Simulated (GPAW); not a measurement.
LiHF2 (R-3m), Li K edge of atom 3, with 6 F at 1.99 Å (octahedral, site symmetry -3m). Method: GPAW, LDA, full core hole (charged cell), 28-atom cell with 6.3 Å between holes, 4×4×4 k points, dipole transitions, Gaussian full width 0.9 eV up to 4 eV, rising linearly to 3.5 eV at 25 eV.

```xyz
4
Lattice="1.4670 0.8470 4.3667 -1.4670 0.8470 4.3667 0.0000 -1.6939 4.3667" Properties=species:S:1:pos:R:3 pbc="T T T"
F     0.0000    0.0000    7.6858
F     0.0000    0.0000    5.4143
Li    0.0000    0.0000    0.0000
H     0.0000    0.0000    6.5500
```

Energy from the lowest empty level; a common scale on which the isotropic spectrum has a mean of 1 over the first 20 eV.

| E (eV) | curve 1 | curve 2 |
| --- | --- | --- |
| -2.00 | 0.00 | 0.00 |
| -1.25 | 0.00 | 0.00 |
| -0.50 | 0.00 | 0.00 |
| 0.25 | 0.19 | 0.03 |
| 1.00 | 1.50 | 0.20 |
| 1.75 | 3.91 | 1.65 |
| 2.50 | 2.95 | 5.82 |
| 3.25 | 1.40 | 2.87 |
| 4.00 | 4.67 | 2.03 |
| 4.75 | 1.97 | 2.35 |
| 5.50 | 0.46 | 1.80 |
| 6.25 | 0.59 | 0.69 |
| 7.00 | 1.11 | 1.00 |
| 7.75 | 1.09 | 1.53 |
| 8.50 | 0.66 | 1.52 |
| 9.25 | 0.74 | 1.25 |
| 10.00 | 0.85 | 0.88 |
| 10.75 | 0.63 | 0.47 |
| 11.50 | 0.34 | 0.23 |
| 12.25 | 0.19 | 0.12 |
| 13.00 | 0.19 | 0.08 |
| 13.75 | 0.22 | 0.11 |
| 14.50 | 0.24 | 0.15 |
| 15.25 | 0.26 | 0.17 |
| 16.00 | 0.29 | 0.18 |
| 16.75 | 0.35 | 0.20 |
| 17.50 | 0.46 | 0.23 |
| 18.25 | 0.60 | 0.26 |
| 19.00 | 0.67 | 0.30 |
| 19.75 | 0.64 | 0.32 |
| 20.50 | 0.54 | 0.34 |
| 21.25 | 0.45 | 0.35 |
| 22.00 | 0.40 | 0.35 |
| 22.75 | 0.38 | 0.36 |
| 23.50 | 0.38 | 0.38 |
| 24.25 | 0.36 | 0.42 |
| 25.00 | 0.33 | 0.46 |
| 25.75 | 0.29 | 0.49 |
| 26.50 | 0.26 | 0.49 |
| 27.25 | 0.24 | 0.45 |
| 28.00 | 0.22 | 0.38 |
| 28.75 | 0.22 | 0.30 |
| 29.50 | 0.23 | 0.24 |
| 30.25 | 0.23 | 0.20 |
| 31.00 | 0.24 | 0.18 |
| 31.75 | 0.24 | 0.19 |

Question: The curves are for the electric vector along different Cartesian axes of the cell as given, averaged over the symmetry-equivalent atoms. Which is which?

Curve 1: along z (c), main maxima 2.0 eV (4.29), 4.1 eV (4.72) and 7.4 eV (1.22). Curve 2: along x (⊥ c) (the other in-plane axis gives the same curve within 3 %), main maxima 2.6 eV (5.89), 5.0 eV (2.41) and 8.1 eV (1.60). A K edge sees empty p states on the absorber. Each direction probes the empty orbitals that point along it. The holes are only 6.3 Å apart, so the shape is probably not converged with cell size; no larger cell was run here. The mesh is coarse (0.26 Å⁻¹ between points), so small maxima may be mesh ripples.

[Banner, clock and machine lines of the logs are left out without a mark of their own.]

[Logs are printed without paths, hosts, clocks, repeated set-up lines and the standing remarks that a program may print on its own settings, such as how far it seeks lower states.]

[Hosts, paths, dates, database ids (printed as entryN), source tags and the programs' standing remarks are cut or masked in the printed files.]

[Lists of maxima count a maximum above −3 eV only where it reaches 4 % of the highest in the window and stands out from its surroundings by 2 % of it (1.5 % where it reaches 55 %); shoulders and weaker maxima are passed over, and of the rest the first, up to two pre-edge ones and the few strongest are named.]
